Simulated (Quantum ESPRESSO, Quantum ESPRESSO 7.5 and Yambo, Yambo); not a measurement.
# Quasiparticle gap of SnSO (1T monolayer (Janus)) in Yambo

Aim: the G0W0 gap of SnSO (1T monolayer (Janus)) on PBE with spin-orbit coupling, step by step.

Method: PBE and many-body steps on it, plane waves, in Quantum ESPRESSO 7.5 and Yambo 5.3.0.

Most raw output is cut from this account.

## Step 1: Set-up

The cell holds 3 atoms: 1 Sn, 1 O and 1 S. Its edges and angles: a = 3.469 Å, b = 3.469 Å, c = 14.000 Å, α = 90.0°, β = 90.0°, γ = 120.0°. Vacuum lies along c.

The structure was relaxed with PBE. The runs that relaxed it are not among those shown.

## Step 2: Ground state

This step: Quantum ESPRESSO 7.5; DFT, PBE with spin-orbit coupling, plane waves, norm-conserving pseudopotentials.

The ground-state density comes first.

pw.in reads:

```
&control
  calculation = 'scf'
  prefix = 'x'
  outdir = 'o'
  pseudo_dir = 'pseudo'
/
&system
  ibrav = 0
  nat = 3
  ntyp = 3
  ecutwfc = 84.0
  nbnd = 44
  force_symmorphic = .true.
  noncolin = .true.
  lspinorb = .true.
/
&electrons
  conv_thr = 1e-10
  electron_maxstep = 80
  mixing_beta = 0.5
/
ATOMIC_SPECIES
  Sn 118.71 Sn.upf
  O 15.999 O.upf
  S 32.06 S.upf
CELL_PARAMETERS angstrom
  3.4693277090 -0.0000000002 0.0000000000
  -1.7346638543 3.0045259301 0.0000000000
  0.0000000000 0.0000000000 14.0000000000
ATOMIC_POSITIONS crystal
  Sn 0.0000000000 0.0000000000 0.5141041534
  O 0.3333333333 0.6666666667 0.5815881512
  S 0.6666666667 0.3333333333 0.4043076954
K_POINTS automatic
  12 12 1 0 0 0
```

Started as:

```
OMP_NUM_THREADS=1 mpirun -n 4 pw.x -nk 4 -in pw.in > pw.out
```

The job ended after 93 s (4 MPI ranks of Arm Neoverse V2, shared host; peak memory 1.5 GiB; 6.2 min of CPU time).

This step gave:

| Property | Result |
| --- | --- |
| total energy | -6778.8069 eV |
| gap | 0.8222 eV |
| k of the valence top | 0, 0, 0 |
| k of the conduction bottom | 0, 0, 0 |
| least direct gap | 0.8222 eV |

The gap is direct, at Γ.

## Step 3: Bands along the symmetry lines

Levels along a band path, at the cheap level, show where the edges lie and whether the meshes to come will hold them.

pw.in reads:

```
&control
  calculation = 'bands'
  prefix = 'x'
  outdir = 'o'
  pseudo_dir = 'pseudo'
/
&system
  ibrav = 0
  nat = 3
  ntyp = 3
  ecutwfc = 84.0
  nbnd = 46
  force_symmorphic = .true.
  noncolin = .true.
  lspinorb = .true.
/
&electrons
  conv_thr = 1e-9
  electron_maxstep = 80
  diago_full_acc = .true.
  diago_thr_init = 5e-6
/
ATOMIC_SPECIES
  Sn 118.71 Sn.upf
  O 15.999 O.upf
  S 32.06 S.upf
CELL_PARAMETERS angstrom
  3.4693277090 -0.0000000002 0.0000000000
  -1.7346638543 3.0045259301 0.0000000000
  0.0000000000 0.0000000000 14.0000000000
ATOMIC_POSITIONS crystal
  Sn 0.0000000000 0.0000000000 0.5141041534
  O 0.3333333333 0.6666666667 0.5815881512
  S 0.6666666667 0.3333333333 0.4043076954
K_POINTS crystal
  25
  0.00000000 0.00000000 0.00000000 1
  0.06250000 0.00000000 0.00000000 1
  0.12500000 0.00000000 0.00000000 1
  0.18750000 0.00000000 0.00000000 1
  0.25000000 0.00000000 0.00000000 1
  0.31250000 0.00000000 0.00000000 1
  0.37500000 0.00000000 0.00000000 1
  0.43750000 0.00000000 0.00000000 1
  0.50000000 0.00000000 0.00000000 1
  0.47916667 0.04166667 0.00000000 1
  0.45833333 0.08333333 0.00000000 1
  0.43750000 0.12500000 0.00000000 1
  0.41666666 0.16666666 0.00000000 1
  0.39583333 0.20833333 0.00000000 1
  0.37500000 0.25000000 0.00000000 1
  0.35416666 0.29166666 0.00000000 1
  0.33333333 0.33333333 0.00000000 1
  0.29166666 0.29166666 0.00000000 1
  0.25000000 0.25000000 0.00000000 1
  0.20833333 0.20833333 0.00000000 1
  0.16666666 0.16666666 0.00000000 1
  0.12500000 0.12500000 0.00000000 1
  0.08333333 0.08333333 0.00000000 1
  0.04166667 0.04166667 0.00000000 1
  0.00000000 0.00000000 0.00000000 1
```

Wall time 37 s (4 MPI ranks); peak memory 0.84 GiB.

This step gave:

| Item | Value |
| --- | --- |
| gap | 0.8222 eV |
| k of the valence top | 0, 0, 0 |
| k of the conduction bottom | 0, 0, 0 |
| least direct gap | 0.8222 eV |

The gap is 0.822 eV, as in the run before at this level.

Electronic bands along the path, in eV, zero at the top of the highest filled band:

```
  point  band 31  band 32  band 33  band 34  band 35  band 36  band 37  band 38
      Γ    -0.09    -0.09     0.00     0.00     0.82     0.82     4.53     4.53
halfway    -1.31    -1.30    -0.44    -0.44     2.17     2.18     4.35     4.58
      M    -1.19    -1.19    -0.72    -0.72     1.80     1.80     4.87     4.87
halfway    -1.32    -1.30    -1.08    -1.08     2.41     2.43     5.84     5.97
      K    -1.44    -1.42    -1.03    -1.03     2.88     2.89     5.82     6.12
halfway    -1.38    -1.37    -0.89    -0.88     2.43     2.45     4.86     5.11
      Γ    -0.09    -0.09     0.00     0.00     0.82     0.82     4.53     4.53
```

## Step 4: Empty states on the mesh, 9×9×1 mesh, 192 bands

The sums over transitions need many empty states on a uniform mesh; this step solves for them.

pw.in reads:

```
&control
  calculation = 'nscf'
  prefix = 'x'
  outdir = 'o'
  pseudo_dir = 'pseudo'
/
&system
  ibrav = 0
  nat = 3
  ntyp = 3
  ecutwfc = 84.0
  nbnd = 192
  force_symmorphic = .true.
  noncolin = .true.
  lspinorb = .true.
/
&electrons
  conv_thr = 1e-9
  electron_maxstep = 80
  diago_full_acc = .true.
  diago_thr_init = 5e-6
/
ATOMIC_SPECIES
  Sn 118.71 Sn.upf
  O 15.999 O.upf
  S 32.06 S.upf
CELL_PARAMETERS angstrom
  3.4693277090 -0.0000000002 0.0000000000
  -1.7346638543 3.0045259301 0.0000000000
  0.0000000000 0.0000000000 14.0000000000
ATOMIC_POSITIONS crystal
  Sn 0.0000000000 0.0000000000 0.5141041534
  O 0.3333333333 0.6666666667 0.5815881512
  S 0.6666666667 0.3333333333 0.4043076954
K_POINTS automatic
  9 9 1 0 0 0
```

Wall time 2.5 min (4 MPI ranks); peak memory 2 GiB; 10 min of CPU time.

This step gave:

```
gap                                                           : 0.8222 eV
k of the valence top                                          : 0, 0, 0
k of the conduction bottom                                    : 0, 0, 0
least direct gap                                              : 0.8222 eV
k points computed                                             : 12
lowest point of the top converged band, above the valence top : 38.53 eV
```

On this mesh the gap is 0.822 eV.

## Step 5: Conversion and set-up

This step: Yambo 5.3.0; conversion and set-up on PBE with spin-orbit coupling, plane waves, norm-conserving pseudopotentials.

The states are converted to the many-body program's format and the q mesh is built.

Started as:

```
(cd o/x.save; p2y > p2y.log; mv SAVE ../..); yambo > setup.log
```

The job ended after 5 s (1 MPI rank; peak memory 0.26 GiB).

## Step 6: Screening and self-energy, 9×9×1 mesh, 192 bands, screening to 108.8 eV

Now the one-shot GW correction: screening in the RPA, then the self-energy of the levels asked for.

This step: G0W0 on PBE with spin-orbit coupling, plane waves, norm-conserving pseudopotentials.

gw3.in reads:

```
HF_and_locXC
gw0
dyson
ppa
em1d
rim_cut
rim_w
RandQpts= 3000000
RandGvec= 100 RL
CUTGeo= "slab z"
RandGvecW= 9 RL
EXXRLvcs= 84 Ry
VXCRLvcs= 336 Ry
Chimod= "HARTREE"
% BndsRnXp
 1 | 192 |
%
NGsBlkXp= 8 Ry
% LongDrXp
 1 | 1 | 0 |
%
% GbndRnge
 1 | 192 |
%
DysSolver= "n"
ExtendOut
PPAPntXp= 27.21138 eV
% QPkrange
 1 | 1 | 31 | 38 |
%
```

Started as:

```
OMP_NUM_THREADS=1 mpirun -n 4 yambo -F gw3.in -J gw3 -C gw3 > gw3.log
```

The job ended after 27 min (4 MPI ranks; peak memory 9.2 GiB).

Numbers from this step:

```yaml
g0w0_gap_on_the_points_computed: 2.489 eV
starting_gap_on_the_mesh: 0.8222 eV
k_of_the_valence_top: 0, 0, 0
k_of_the_conduction_bottom: 0, 0, 0
least_direct_g0w0_gap_on_the_computed_points: 2.489 eV
z_at_the_valence_top: 0.7783
z_at_the_conduction_bottom: 0.8055
```

The gap on the mesh goes from 0.82 eV to 2.49 eV, a correction of +1.67 eV.

Limits: finite bands, cutoff and mesh. v1 is the top filled band, c1 the lowest empty one. Levels before and after the correction, in eV, zero at the valence-band top of each column:

```
           conduction bottom  valence top
Kohn-Sham               0.82         0.00
     G0W0               2.49         0.00
```

```
             level  energy (eV)
Kohn-Sham  Γ v4-v3       -0.091
Kohn-Sham  Γ v2-v1        0.000
Kohn-Sham  Γ c1-c2        0.822
Kohn-Sham  Γ c3-c4        4.526
     G0W0  Γ v4-v3       -0.091
     G0W0  Γ v2-v1        0.000
     G0W0  Γ c1-c2        2.489
     G0W0  Γ c3-c4        6.388
```

## Step 7: Where the time went

Times are wall times on the hardware named with each run, good to a factor of about two.

```
                          step     time  share  memory (GiB)
                  ground state     93 s    5 %           1.5
bands along the symmetry lines     37 s    2 %          0.84
      empty states on the mesh  2.5 min    8 %           2.0
         conversion and set-up      5 s    0 %          0.26
     screening and self-energy   27 min   85 %           9.2
```

## Step 8: Results

```yaml
pbe_gap: 0.82 eV, direct
g0w0_gap_on_the_mesh: 2.49 eV
gw_settings: 9×9×1 mesh, 192 bands, screening to 108.8 eV, Godby-Needs plasmon pole
known_limits: not at the basis limit
```

In words: G0W0 moves the gap on the mesh from 0.82 eV to 2.49 eV (+1.67 eV), with Z of 0.78 and 0.81 at the edges. Only 1 of the mesh's irreducible points was corrected, so a valley elsewhere could overtake. The dearest step here is «screening and self-energy». Bands and cutoff are finite, so the gap is not at the basis limit. The miss can reach some tenths of an eV and take either sign; the mesh is an error of its own. In the G0W0 run levels were corrected at 1 k point alone, so a gap called «on the mesh» is the least over those, and an edge elsewhere would be missed.

[Paths, hosts, dates, memory and timing lines, banners, echoed tables and standing remarks are left out of the program output.]

[Logs are printed without paths, hosts, clocks, repeated set-up lines and the standing remarks that a program may print on its own settings, such as how far it seeks lower states.]

[Runs of the session that timed out or met a known fault of the program may be left out.]

[Hosts, paths, dates, database ids (printed as entryN), source tags and the programs' standing remarks are cut or masked in the printed files.]
